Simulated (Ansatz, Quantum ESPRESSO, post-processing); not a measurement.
# Au(111) with two reversed steps (an extrinsic fault): ballistic transmission, part 4 of 4

Aim: the zero-bias transmission with pwcond for this junction: Au(111) with two reversed steps (an extrinsic fault).

Quantum ESPRESSO 7.5; plane-wave DFT, PBE, JTH PAW pseudopotentials; cross-check by Ansatz 0.2.0 with PAW datasets.

So far. Step 2 (Ground state): The run needed 22 iterations to bring the estimated error under 1e-07 Ry; the largest force on any atom, held or free, is 0.03 eV/Å. Step 3 (Transmission with pwcond.x): At no point does T exceed the number of channels.

## (6) Cross-check with Ansatz

As a check, the same structure is run in Ansatz.

Level of this step: plane-wave DFT, PBE, Ansatz PAW (Ansatz 0.2.0).

The input, input.yaml:

```yaml
crystal:
  lattice:
    - [2.9486352775, 0.0, 0.0]
    - [1.4743176388, 2.5535930569, 0.0]
    - [0.0, 0.0, 38.5208099603]
  atoms:
    - { symbol: Au, position: [0.0, 0.0, 0.0] }
    - { symbol: Au, position: [0.333333333, 0.333333333, 0.0625] }
    - { symbol: Au, position: [0.666666667, 0.666666667, 0.125] }
    - { symbol: Au, position: [0.0, 0.0, 0.1875] }
    - { symbol: Au, position: [0.333333333, 0.333333333, 0.25] }
    - { symbol: Au, position: [0.666666667, 0.666666667, 0.3125] }
    - { symbol: Au, position: [0.333333333, 0.333333333, 0.375] }
    - { symbol: Au, position: [0.0, 0.0, 0.4375] }
    - { symbol: Au, position: [0.333333333, 0.333333333, 0.5] }
    - { symbol: Au, position: [0.666666667, 0.666666667, 0.5625] }
    - { symbol: Au, position: [0.0, 0.0, 0.625] }
    - { symbol: Au, position: [0.333333333, 0.333333333, 0.6875] }
    - { symbol: Au, position: [0.666666667, 0.666666667, 0.75] }
    - { symbol: Au, position: [0.0, 0.0, 0.8125] }
    - { symbol: Au, position: [0.333333333, 0.333333333, 0.875] }
    - { symbol: Au, position: [0.666666667, 0.666666667, 0.9375] }
kpoints:
  mp_grid: { grid: [9, 9, 1] }
hamiltonian:
  xc: pbe
scf:
  occupations: { method: fermi_dirac, width: 0.1 }
  convergence: { dr2_threshold: 1.0e-08 }
output:
  transmission: { leads: [[0, 3]], e_range: [-0.4, 0.4], de: 0.4, kmesh: [12, 12] }
  write_potential: true
  write_density: true
  volumetric_format: npy
```

Started as:

```sh
$ ansatz run input.yaml --threads 4 --pin off --max-ram 8192MiB --backend cpu --events-out ev --progress --plain --runs-dir out
```

Numbers of over 12 decimals in the logs are rounded to 6 here.

What it wrote:

```text
Engine: ansatz 0.2.0, aarch64-unknown-linux-gnu
Pseudopotentials: kind: paw
Pseudopotential: Au, paw, valence charge 19, recommended cutoff 420 eV (normal), Au.paw.azcp
Functional definition: PBE
  parameter kappa = 0.804
  parameter beta = 0.066725
  exchange = pbe_x(kappa = kappa, mu = beta*pi^2/3)
  correlation = pbe_c(beta = beta)
Crystal: 16 atoms, lattice volume = 290.047 Å³
Basis set: ecut = 420 eV, 5565 PW (Γ)
Bands: 183, of which v1, the nominal top of the filled ones, is band 152 counted from 1 (151 counted from 0)
Symmetry: 12 space group operations
Space group: P-3m1 (ITA 164), of the structure as read, at distance tolerance 6.6e-5 Å
k-points: 12 of 81
Non-local potential: Au, projectors of the file, l = 0: 3, l = 1: 2, l = 2: 2, l = 3: 1
PAW form: soft (Blöchl's): semilocal exchange-correlation on the pseudo side does not see the compensation charge
PAW one-centre angular grid: Au, 590 points (default); XC on 64 Gauss nodes
Initial density: superposition of atomic densities (neutral atoms: chi_scale 0, normalization atom), corrected by the library's trained network
Initial wavefunctions: pseudopotential atomic-orbital guess
Functional: x = pbe(κ = 0.804, μ = 0.219515), c = pbe(β = 0.066725)
SCF iter   1: F=—  HF=-210389.462790 eV  |F-HF|=—  |Δ(HF+E_count)|=         —  Δρ=1.58e-3  dr2=2.72e-3  ethr=1.77e-3  ⟨swp⟩=4.8  Hψ=6911  notcnv=0  defer=160
preconditioner: auto → Kerker (q_TF=auto, 2.750 Å⁻¹)  [metal: Δε(μ)=0.081 eV  Ē_g=10.347 eV  σ=0.100 eV  W_gap=0.20  n_scr=122 (ndim 8)  ℏωp=28.9 eV  f_vac=0.000  D(μ)=3.03/eV (n_scr^D=16)]
SCF iter   2: F=—  HF=-210389.473683 eV  |F-HF|=—  |Δ(HF+E_count)|=   1.09e-2  Δρ=9.19e-4  dr2=1.56e-3  ethr=8.95e-7  ⟨swp⟩=2.8  Hψ=4790  notcnv=0  defer=174
SCF iter   3: F=—  HF=-210389.475046 eV  |F-HF|=—  |Δ(HF+E_count)|=   1.36e-3  Δρ=1.20e-4  dr2=3.90e-4  ethr=5.14e-7  ⟨swp⟩=2.0  Hψ=2984  notcnv=0  defer=174
SCF iter   4: F=—  HF=-210389.475069 eV  |F-HF|=—  |Δ(HF+E_count)|=   2.26e-5  Δρ=3.96e-5  dr2=1.55e-4  ethr=1.28e-7  ⟨swp⟩=1.0  Hψ=1976  notcnv=0  defer=174
SCF iter   5: F=—  HF=-210389.475041 eV  |F-HF|=—  |Δ(HF+E_count)|=   2.75e-5  Δρ=2.89e-5  dr2=3.39e-5  ethr=5.10e-8  ⟨swp⟩=1.0  Hψ=1976  notcnv=0  defer=174
SCF iter   6: F=—  HF=-210389.475027 eV  |F-HF|=—  |Δ(HF+E_count)|=   1.41e-5  Δρ=1.68e-5  dr2=2.08e-6  ethr=1.11e-8  ⟨swp⟩=1.0  Hψ=1976  notcnv=0  defer=174
SCF iter   7: F=—  HF=-210389.475173 eV  |F-HF|=—  |Δ(HF+E_count)|=   1.46e-4  Δρ=7.00e-6  dr2=4.22e-7  ethr=6.85e-10  ⟨swp⟩=1.1  Hψ=1996  notcnv=0  defer=174
SCF iter   8: F=—  HF=-210389.475173 eV  |F-HF|=—  |Δ(HF+E_count)|=   8.00e-9  Δρ=1.79e-6  dr2=5.58e-8  ethr=1.39e-10  ⟨swp⟩=1.5  Hψ=2307  notcnv=0  defer=174
SCF iter   9: F=—  HF=-210389.475173 eV  |F-HF|=—  |Δ(HF+E_count)|=  5.24e-10  Δρ=7.65e-7  dr2=2.05e-8  ethr=1.84e-11  ⟨swp⟩=1.2  Hψ=1985  notcnv=0  defer=174
SCF iter  10: F=-210389.475173 eV  HF=-210389.475173 eV  |F-HF|=6.14e-9  |Δ(HF+E_count)|=  8.73e-10  Δρ=3.49e-7  dr2=6.38e-9  ethr=3.29e-12  ⟨swp⟩=9.5  Hψ=8137  notcnv=0
SCF 1 converged in 10 iterations: F = -210389.475173 eV  dr2 = 6.38e-9
  greatest PAW one-centre occupation: 1.000 electrons in one spin orbital (limit 2), on the Au atom at site 14 (counted from 0), in its partial waves of l = 0
transmission: 124 of 1216 steps passed
transmission: 246 of 1216 steps passed
[...]
transmission: 1216 of 1216 steps passed
SCF converged after 10 iterations
Free energy (F): -210389.475173 eV
Harris-Foulkes:  -210389.475173 eV  (|F-HF|=6.14e-9)
Internal energy: -210389.374165 eV  (E = F + TS)
E sigma→0 (E₀):  -210389.424669 eV
Entropy (-TS):   -0.101009 eV (-6.313 meV/atom)
Fermi energy:    18.969110 eV
--- Per-component energies (eV) ---
  E_band       = -3732.720775
  E_kinetic    = 9663.321013
  E_local      = -28734.742759  (includes V_loc(G=0)·N_el)
  E_nonlocal   = 1190.469051
  E_hartree    = 12164.254021
  E_xc         = -3641.195823
  E_vxc        = -4394.201497  (∫ρ·V_xc dr)
  E_paw        = -155308.254732  (= ΣΔE_a)
  E_vpaw       = -5786.094482  (= ΣTr[D̂ρ^β])
  E_aug_tail   = 0.022078  (compensation charges beyond the density's cutoff)
  E_ewald      = -45723.247013
  E_smearing   = -0.101009  (= −TS)
  E_closure    = 0.000000  (closes the sum)
  Σ components = -210389.475173   (vs F -210389.475173, Δ=0.00e0)
--- Band table (eV; the first three rows and the last of 12) ---
  k-point 0: bands = [... 148 lower, 16.7440, 16.7510, 16.7510, 16.9449, 16.9449, 16.9738, 16.9738, 17.0447, ... 27 higher]
  k-point 1: bands = [... 148 lower, 16.6886, 16.7898, 16.8543, 16.9224, 17.0296, 17.0609, 17.1444, 17.5886, ... 27 higher]
  k-point 2: bands = [... 148 lower, 16.8568, 17.0108, 17.0590, 17.1216, 17.3131, 17.5053, 18.0582, 18.6891, ... 27 higher]
  k-point 11: bands = [... 148 lower, 21.4016, 21.4407, 21.4407, 21.5164, 21.5164, 21.7466, 21.8219, 21.8401, ... 27 higher]
--- Transmission ---
  basis      : 61 plane waves across, 64 finite elements along
  points     : 19, standing for a mesh of 12 x 12
  energies   : 3 from -0.400000 to 0.400000 eV about the Fermi level, 0.400000 eV apart; the leads are filled to 0.000000 eV, and channels, transmission and decay are at 0.000000 eV
  crystal 0  : Au3, at the sites [0, 3], period 7.2227 Å, over 36.11 Å; its Hamiltonian steps by up to 6.1 meV
    offset         : up to 0.0000 Å between an atom of the period and one for which it stands
    channels       : 8.541667e-1 a spin
    conductance    : none, the energies end too early or step too widely for 300 K: set another output.transmission.e_range or a lower de, or, where they end at an eighth of basis.ecutwfc, a higher one
    slowest decay  : 0.1105 /Å at (0.0000, 0.0000)
  junction   : crystal 0 to crystal 0, -4.31 to 26.99 Å
    transmission   : 8.501105e-1 a spin
    conductance    : none, the energies end too early or step too widely for 300 K: set another output.transmission.e_range or a lower de, or, where they end at an eighth of basis.ecutwfc, a higher one
```

It took 15 s on 4 threads of Arm Neoverse V2, shared host; peak memory 1.3 GiB.

Read from the output:

- free energy: -210389.4752 eV
- energy at zero smearing: -210389.4247 eV
- smearing term TS: 0.1010 eV
- Fermi energy: 18.97 eV
- symmetry operations: 12
- transmission at the Fermi level, one spin: 0.8501
- step of the lead's Hamiltonian over a period: 6.1 meV

Per spin; mean over the k mesh across the current. The transmission, zone mean by energy, zero at the Fermi level:

```csv
energy (eV),"transmission, zone mean"
-0.400,0.642
0.000,0.850
0.400,0.796
```

Per spin; mean over the k mesh across the current. The open channels, zone mean by energy, zero at the Fermi level:

```csv
energy (eV),"open channels, zone mean"
-0.400,0.729
0.000,0.854
0.400,0.812
```

Ansatz finds T = 0.850 against pwcond's 0.849.

## (7) All levels side by side

All levels:

```csv
step,T at the Fermi level (per spin),conductance (G0),r.m.s. T(E) from the first,CPU time of the step (s),peak memory (GiB)
Ansatz,0.8501,-,0,55.04,1.326
pwcond,0.8489,0.8489,0.003964,386.9,0.3
"pwcond, changed setting",0.8374,0.8374,0.00954,228.5,0.28
```

Per spin; mean over the k mesh across the current. Transmission, zone mean against energy, zero at the Fermi level:

```csv
energy (eV),Ansatz,pwcond,"pwcond, changed setting"
-0.400,0.642,0.636,0.632
0.000,0.850,0.849,0.837
0.400,0.796,0.798,0.795
```

## (8) The arithmetic

The Landauer sum over the mesh, Σ w T = 0.0833 × 1 + 0.0833 × 1 + 0.0833 × 1 + … = 0.8489.

G = 0.849 × 77.48 µS = 65.8 µS a cell. Times the area of 7.530 Å², the resistance-area product is A/G = 1.14 fΩ m², the leads' contact resistance included.

Free electrons at 1 an atom (3 atoms in 54.4 Å³) have k_F = 1.178 1/Å and offer A k_F²/4π = 0.83 channels per spin; the lead has 0.85 on this mesh.

## (9) Summary of results

| Item | Value |
| --- | --- |
| conductance from T at the Fermi level, a cell (G₀ = 2e²/h) | 0.849 G₀ |
| conductance per area | 874 S/μm² |
| lead channels per spin | 0.85 |
| the same conductance by Ansatz | 0.850 G₀ |

**Reading.** The junction conducts 0.849 G₀ a cell at the Fermi level (PBE, JTH PAW). At the Fermi level the junction passes 99 % of what the leads offer, nearly all. At the Fermi level pwcond and Ansatz differ by 0.14 %, a close match. The mean rests on 19 distinct points, the heaviest weighing 0.08, and the mesh was not tested, so even the second digit is unsure. Over -0.4 to 0.4 eV, T lies between 0.64 and 0.85 per spin. The geometry is as built, not relaxed, and the leads are short. Spin-orbit coupling is left out; depending on the atoms that carry the levels of interest, it can split and shift them by tenths of an eV to an eV or more.

[Logs are printed without paths, hosts, clocks, repeated set-up lines and the standing remarks that a program may print on its own settings, such as how far it seeks lower states.]

[Hosts, paths, dates, database ids (printed as entryN), source tags and the programs' standing remarks are cut or masked in the printed files.]

[Maps of the electrostatic potential energy from Ansatz leave out the sawtooth potential of an applied field or a dipole correction, so their vacuum need not be flat; planar profiles and work functions include it.]
